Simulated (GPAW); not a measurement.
# Optical response of CaCu2S2

Aim: the dielectric function of CaCu2S2, and the optical constants that follow from it.

Method: DFT, PBE, plane-wave PAW (GPAW data sets), scalar-relativistic, RPA, optical limit, in GPAW 26.7.0.

## 1. The starting structure

The structure is trigonal, space group P-3m1 (No. 164). Conventional cell: a = 3.940 Å, b = 3.940 Å, c = 6.523 Å, α = 90.00°, β = 90.00°, γ = 120.00°. Nearest to Cu lie 4 S at 2.41 Å. Ca has 6 S at 2.81 Å nearest. S has 4 Cu at 2.41 Å and 3 Ca at 2.81 Å nearest. Farther neighbours and most contacts between anions are not listed.

Structure file:

```
Cu Ca S
1.0
     3.94000    0.00000    0.00000
    -1.97000    3.41214    0.00000
     0.00000    0.00000    6.52300
Cu Ca S
2 1 2
Direct
  0.66667 0.33333 0.62351
  0.33333 0.66667 0.37649
  0.00000 0.00000 0.00000
  0.66667 0.33333 0.25370
  0.33333 0.66667 0.74630
```

## 2. Ground state

The self-consistent density comes first; it also tells whether there is a gap, which decides the occupations and the need for a Drude term.

This step: DFT, PBE, plane-wave PAW (GPAW data sets), scalar-relativistic, ground state (GPAW 26.7.0).

gs.py reads:

```python
from ase import Atoms
from ase.dft.bandgap import bandgap
from gpaw import GPAW, PW, FermiDirac

atoms = Atoms(['Cu', 'Cu', 'Ca', 'S', 'S'],
              cell=[[3.939999960600, 0.000000000000, 0.000000000000],
                    [-1.969999980300, 3.412140056800, 0.000000000000],
                    [0.000000000000, 0.000000000000, 6.523000000000]],
              scaled_positions=[[0.666666666700, 0.333333333300, 0.623510000000],
                                [0.333333333300, 0.666666666700, 0.376490000000],
                                [0.000000000000, 0.000000000000, 0.000000000000],
                                [0.666666666700, 0.333333333300, 0.253700000000],
                                [0.333333333300, 0.666666666700, 0.746300000000]],
              pbc=[True, True, True])
atoms.calc = GPAW(mode=PW(500), xc='PBE', kpts={'size': (9, 9, 4), 'gamma': True},
                  occupations=FermiDirac(0.05), maxiter=150, txt='gs.txt')
print('energy (eV)', atoms.get_potential_energy())
print('Fermi level (eV)', atoms.calc.get_fermi_level())
print('valence electrons', atoms.calc.get_number_of_electrons())
print('gap (eV)', bandgap(atoms.calc, output=None)[0])
print('direct gap (eV)', bandgap(atoms.calc, direct=True, output=None)[0])
atoms.calc.write('gs.gpw')
```

On the command line:

```console
$ OMP_NUM_THREADS=1 python gs.py
```

Numbers of over 12 decimals in the logs are rounded to 6 here.

Output:

```text
__  _  _
 | _ |_)|_||  |
 |__||  | ||/\| - 26.7.0

Versions:
  Python: 3.12.14
  ASE:    3.29.0
  Numpy:  2.5.5
  Scipy:  1.18.1
  Libxc:  7.0.0

Input parameters:
  mode=PW(ecut=500.0),
  kpts=MonkhorstPack(size=(9, 9, 4), gamma=True),
  maxiter=150,
  occupations=Occupations(name='fermi-dirac', width=0.05, fixmagmom=False),
  xc=XC(name='PBE')

Diagonalizing LCAO Hamiltonian
Converting LCAO to pw mode

         S
             Cu

         Cu
             S

       Ca

Atoms  # Å, Bohr magnetons
|   | symbol |         x |        y |        z |    initial magnetic moments |
| 0 |     Cu |  1.970000 | 1.137380 | 4.067156 | ( 0.0000,  0.0000,  0.0000) |
| 1 |     Cu | -0.000000 | 2.274760 | 2.455844 | ( 0.0000,  0.0000,  0.0000) |
| 2 |     Ca |  0.000000 | 0.000000 | 0.000000 | ( 0.0000,  0.0000,  0.0000) |
| 3 |      S |  1.970000 | 1.137380 | 1.654885 | ( 0.0000,  0.0000,  0.0000) |
| 4 |      S | -0.000000 | 2.274760 | 4.868115 | ( 0.0000,  0.0000,  0.0000) |

Unit cell  # Å
| periodic |         x |        y |        z |  lengths |     angles |
|      yes |  3.940000 | 0.000000 | 0.000000 | 3.940000 |  90.000000 |
|      yes | -1.970000 | 3.412140 | 0.000000 | 3.940000 |  90.000000 |
|      yes |  0.000000 | 0.000000 | 6.523000 | 6.523000 | 120.000000 |

Number of symmetries: 12
Symmetry operations  # r_c * U_cc + t_c -> r_c
|    | kind |            matrix            |
|  0 |  σ   |  1, 1, 0,  0,-1, 0,  0, 0, 1 |
|  1 |  S6  |  1, 1, 0, -1, 0, 0,  0, 0,-1 |
|  2 |  E   |  1, 0, 0,  0, 1, 0,  0, 0, 1 |
|  3 |  C2  |  1, 0, 0, -1,-1, 0,  0, 0,-1 |
|  4 |  C2  |  0, 1, 0,  1, 0, 0,  0, 0,-1 |
|  5 |  C3  |  0, 1, 0, -1,-1, 0,  0, 0, 1 |
|  6 |  S6  |  0,-1, 0,  1, 1, 0,  0, 0,-1 |
|  7 |  σ   |  0,-1, 0, -1, 0, 0,  0, 0, 1 |
|  8 |  σ   | -1, 0, 0,  1, 1, 0,  0, 0, 1 |
|  9 |  i   | -1, 0, 0,  0,-1, 0,  0, 0,-1 |
| 10 |  C3  | -1,-1, 0,  1, 0, 0,  0, 0, 1 |
| 11 |  C2  | -1,-1, 0,  0, 1, 0,  0, 0,-1 |

BZ-sampling:
  Number of BZ points: 324
  Number of IBZ points: 43

  Monkhorst-Pack size: [9, 9, 4]
  Monkhorst-Pack shift: [0.0, 0.0, 0.125]

K-points  # in reciprocal-cell coordinates
|     |                                coordinates |     weight |
|   0 | (  0.00000000,   0.00000000,   0.00000000) | 0.00308642 |
|   1 | (  0.00000000,   0.00000000,   0.25000000) | 0.00617284 |
|   2 | (  0.00000000,   0.00000000,   0.50000000) | 0.00308642 |
|   3 | (  0.11111111,   0.00000000,  -0.25000000) | 0.01851852 |
|   4 | (  0.11111111,   0.00000000,   0.00000000) | 0.01851852 |
|   5 | (  0.11111111,   0.00000000,   0.25000000) | 0.01851852 |
|   6 | (  0.11111111,   0.00000000,   0.50000000) | 0.01851852 |
|   7 | (  0.22222222,  -0.11111111,   0.00000000) | 0.01851852 |
|   8 | (  0.22222222,  -0.11111111,   0.25000000) | 0.03703704 |
|   9 | (  0.22222222,  -0.11111111,   0.50000000) | 0.01851852 |
| ... |                                            |            |
|  42 | (  0.44444444,   0.44444444,   0.50000000) | 0.01851852 |

Plane wave coefficients: 2250
Cutoff: 500.0 eV

Spin-components: 1 (collinear spins)
Bands:           31
Projectors:      27
Spin-degeneracy: 2
Datatype:        complex128

Parallelization:
  kpt:    1
  domain: 1
  band:   1

Density:
  Valence electrons: 44.0
  Components: 1
  Grid points: [21 21 35]
  Charge: 0.0  # |e|

Potential:
  Grid points: [21 21 35]

species:
  Cu:
    name:    Copper
    id:
    Z:       29.0
    valence: 11
    core:    18
    charge:  0.0  # [|e|]
    compensation charges:
      type: gauss
      rc: 0.33  # [Å]
      lmax: 2
    cutoffs:
      filter: 2.06  # [Å]
      core: 2.43  # [Å]
    projectors
    | kind |    occ | energy [eV] | rcut [Å] |
    |   4s |  1.000 |      -4.609 |    1.164 |
    |   4p |  0.000 |      -0.698 |    1.164 |
    |   3d | 10.000 |      -5.039 |    1.058 |
    |    s |        |      22.603 |    1.164 |
    |    p |        |      26.513 |    1.164 |
    |    d |        |      22.172 |    1.058 |

    Using partial waves for Cu as LCAO basis

  Ca:
    name:    Calcium
    id:
    Z:       20.0
    valence: 10
    core:    10
    charge:  0.0  # [|e|]
    compensation charges:
      type: gauss
      rc: 0.37  # [Å]
      lmax: 2
    cutoffs:
      filter: 2.10  # [Å]
      core: 1.17  # [Å]
    projectors
    | kind |    occ | energy [eV] | rcut [Å] |
    |   3s |  2.000 |     -47.086 |    1.175 |
    |   4s |  2.000 |      -3.766 |    1.175 |
    |   3p |  6.000 |     -28.008 |    1.154 |
    |    p |        |      -0.797 |    1.154 |
    |    d |        |       0.000 |    0.937 |

    Using partial waves for Ca as LCAO basis

  S:
    name:    Sulfur
    id:
    Z:       16.0
    valence: 6
    core:    10
    charge:  0.0  # [|e|]
    compensation charges:
      type: gauss
      rc: 0.24  # [Å]
      lmax: 2
    cutoffs:
      filter: 1.77  # [Å]
      core: 1.66  # [Å]
    projectors
    | kind |    occ | energy [eV] | rcut [Å] |
    |   3s |  2.000 |     -17.254 |    0.974 |
    |   3p |  4.000 |      -7.008 |    0.979 |
    |    s |        |       9.957 |    0.974 |
    |    p |        |      20.203 |    0.979 |
    |    d |        |       0.000 |    0.900 |

    Using partial waves for S as LCAO basis

Reference energy: -130269.012710  # eV

eigensolver:
  PPCG
  Converge bands: occupied
  niter=2

density mixing:
  MSR1-Mixer
  Pratt-step length: 0.05
  Maximum mixing coefficient: 0.75
  Old densities: 10
  SVD Regularization: 0.005
  Good broyden scale: 1.0
  Trust region scale: 1.0
  Backstep threshold: 4.0
  History deletion threshold: 6.0
  Fourier metric: weight=20.0, sigma=0.015

occupation numbers:
  Fermi-Dirac:
    width: 0.0500  # eV

poisson solver:
  ecut: 4000.0  # eV

xc functional:
  name: PBE with 2 nearest neighbor stencil

convergence criteria:
- Maximum [total energy] change in last 3 cyles: 0.0005 eV / valence electron
- Maximum integral of absolute [dens]ity change: 0.0001 electrons / valence electron
- Maximum integral of absolute [eigenst]ate change: 4e-08 eV^2 / valence electron
maximum number of iterations: 150

SCF iterations
|iter     |      energy | eigst |  dens |
|iter:   1||  -24.152373 | +0.63 |       |
|iter:   2||  -23.223699 | -0.83 | -1.09 |
|iter:   3||  -22.274736 | -1.07 | -1.22 |
|iter:   4||  -22.230402 | -2.56 | -1.54 |
|iter:   5||  -22.219746 | -2.98 | -1.67 |
|iter:   6||  -22.221532c| -3.60 | -2.03 |
|iter:   7||  -22.221687c| -4.74 | -2.89 |
|iter:   8||  -22.221711c| -5.65 | -3.35 |
|iter:   9||  -22.221715c| -6.62 | -3.81 |
|iter:  10||  -22.221715c| -7.75c| -4.43c|

Converged in 10 steps
SCF loop duration: 51.460 s (5.146 s/step)
Energy contributions relative to reference atoms: (reference = -130269.012710)

Energy contributions:
  Kinetic:           3.927086
  Coulomb:          -4.145240
  Zero:             -0.409691
  External:          0.000000
  Xc:              -21.593870
  Entropy:          -0.000000
  Spinorbit:         0.000000
  ----------------------------
  Free energy:     -22.221715
  Extrapolated:    -22.221715

dipole moment: (-6.500387, -11.259001, -21.523872)  # |e|*Ang

Fermi level: 7.126
Eigenvalues  # (at kpt = [0.000, 0.000, 0.000])
| band index |      eig [eV] | occ [0-2] |
|          0 |       -33.998 |     2.000 |
|        ... |               |           |
|         14 |         4.665 |     2.000 |
|         15 |         4.852 |     2.000 |
|         16 |         4.852 |     2.000 |
|         17 |         5.914 |     2.000 |
|         18 |         5.914 |     2.000 |
|         19 |         6.410 |     2.000 |
|         20 |         6.547 |     2.000 |
|         21 |         6.547 |     2.000 |
|         22 |         7.635 |     0.000 |
|         23 |         8.809 |     0.000 |
|         24 |         9.345 |     0.000 |
|         25 |         9.822 |     0.000 |
|         26 |         9.822 |     0.000 |
|         27 |        10.606 |     0.000 |
|         28 |        10.606 |     0.000 |
|         29 |        12.663 |     0.000 |
|         30 |        12.663 |     0.000 |

Gap: 1.088 eV
Transition (v -> c):
  (s=0, k=0, n=21, [0.00, 0.00, 0.00]) -> (s=0, k=0, n=22, [0.00, 0.00, 0.00])
No difference between direct/indirect transitions

--- standard output ---
energy (eV) -22.221715
Fermi level (eV) 7.126193
valence electrons 44.0
gap (eV) 1.087699
direct gap (eV) 1.087699
```

Run time: 54 s. Hardware: 1 thread of Arm Neoverse V2, shared host; peak memory 0.22 GiB.

This step gave:

- energy: -22.22 eV
- Fermi energy: 7.126 eV
- gap on the k-mesh: 1.088 eV
- direct gap on the mesh: 1.088 eV
- electrons: 44

There is a gap, 1.09 eV on this mesh (points off the mesh can give less), so no carriers' term is needed.

## 3. Bands for the response

At the fixed density, many empty bands are solved on the mesh of the response, since the spectrum sums over them.

This step: DFT, PBE, plane-wave PAW (GPAW data sets), scalar-relativistic, bands at fixed density (GPAW 26.7.0).

nscf.py reads:

```python
from ase.dft.bandgap import bandgap
from gpaw import GPAW, FermiDirac

calc = GPAW('gs.gpw').fixed_density(kpts={'size': (9, 9, 5), 'gamma': True}, nbands=91, convergence={'bands': 85},
                                    occupations=FermiDirac(0.001), txt='nscf.txt')
print('gap (eV)', bandgap(calc, output=None)[0])
print('direct gap (eV)', bandgap(calc, direct=True, output=None)[0])
print('top band over the Fermi level (eV)', min(calc.get_eigenvalues(kpt=k)[84] for k in range(len(calc.get_ibz_k_points()))) - calc.get_fermi_level())
calc.write('full.gpw', mode='all')
```

On the command line:

```console
$ OMP_NUM_THREADS=1 python nscf.py
```

Output:

```text
Diagonalizing LCAO Hamiltonian
Converting LCAO to pw mode
convergence criteria:
- Maximum integral of absolute [eigenst]ate change: 4e-08 eV^2 / valence electron
maximum number of iterations: 150

SCF iterations
|iter     |      energy | eigst |  dens |
|iter:   1||             | +3.71 |       |
|iter:   2||             | +2.49 |       |
|iter:   3||             | +1.51 |       |
|iter:   4||             | +0.44 |       |
|iter:   5||             | -0.41 |       |
|iter:   6||             | -1.16 |       |
|iter:   7||             | -1.77 |       |
|iter:   8||             | -2.45 |       |
|iter:   9||             | -3.04 |       |
|iter:  10||             | -3.65 |       |
|iter:  11||             | -4.18 |       |
|iter:  12||             | -4.74 |       |
|iter:  13||             | -5.21 |       |
|iter:  14||             | -5.69 |       |
|iter:  15||             | -6.12 |       |
|iter:  16||             | -6.53 |       |
|iter:  17||             | -6.89 |       |
|iter:  18||             | -7.17 |       |
|iter:  19||             | -7.42c|       |
SCF steps: 19
  __  _  _
 | _ |_)|_||  |
 |__||  | ||/\| - 26.7.0

Versions:
  Python: 3.12.14
  ASE:    3.29.0
  Numpy:  2.5.5
  Scipy:  1.18.1
  Libxc:  7.0.0

Input parameters:
  mode=PW(ecut=500.0),
  convergence={'bands': 85},
  gpts=array([21, 21, 35]),
  kpts=MonkhorstPack(size=(9, 9, 5), gamma=True),
  maxiter=150,
  nbands=91,
  occupations=Occupations(name='fermi-dirac', width=0.001, fixmagmom=False),
  parallel={},
  xc=XC(name='PBE')

--- standard output ---
gap (eV) 1.087699
direct gap (eV) 1.087699
top band over the Fermi level (eV) 36.444322
```

Run time: 5 min. Hardware: 1 thread; peak memory 0.36 GiB.

(Continued in part 2 of 2.)

[Machine, clock and banner lines and Python warnings are left out of the logs.]

[Logs are printed without paths, hosts, clocks, repeated set-up lines and the standing remarks that a program may print on its own settings, such as how far it seeks lower states.]

[Hosts, paths, dates, database ids (printed as entryN), source tags and the programs' standing remarks are cut or masked in the printed files.]
